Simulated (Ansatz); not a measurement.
Rows from a G0W0 calculation on CsPbCl3 (Pm-3m) (Ansatz 0.2.0; G0W0 on PBE, plane waves, PAW; 4×4×4 mesh, 172 empty bands, screening to 57 eV), in eV. Spin-orbit coupling is left out.

```csv
row,k,band,start,Σx,Σc at the solution,Vxc
A,"(-0.500, -0.500, -0.500)",v1,4.122,-20.399,1.395,-18.747
B,"(-0.500, -0.500, -0.500)",v2,1.898,-20.902,3.428,-16.530
C,"(-0.500, -0.500, -0.500)",c1,6.048,-7.899,-3.053,-11.679
```

Work out each quasiparticle level and how far it moved.

The quasiparticle equation reads E = start + Σx + Σc(E) − Vxc.

```
row  E (eV)  shift (eV)
  A   3.865      −0.257
  B   0.954      −0.944
  C   6.776      +0.728
```

The gap over the computed points goes from 1.93 eV to 2.91 eV.

Limits: not at the basis limit; no spin-orbit coupling.

[Paths, hosts, dates, memory and timing lines, banners, echoed tables and standing remarks are left out of the program output.]

[Logs are printed without paths, hosts, clocks, repeated set-up lines and the standing remarks that a program may print on its own settings, such as how far it seeks lower states.]

[Runs of the session that timed out or met a known fault of the program may be left out.]

[Cells called generated may have been cut or substituted from an entry of the Crystallography Open Database or the Materials Project.]

[Hosts, paths, dates, database ids (printed as entryN), source tags and the programs' standing remarks are cut or masked in the printed files.]
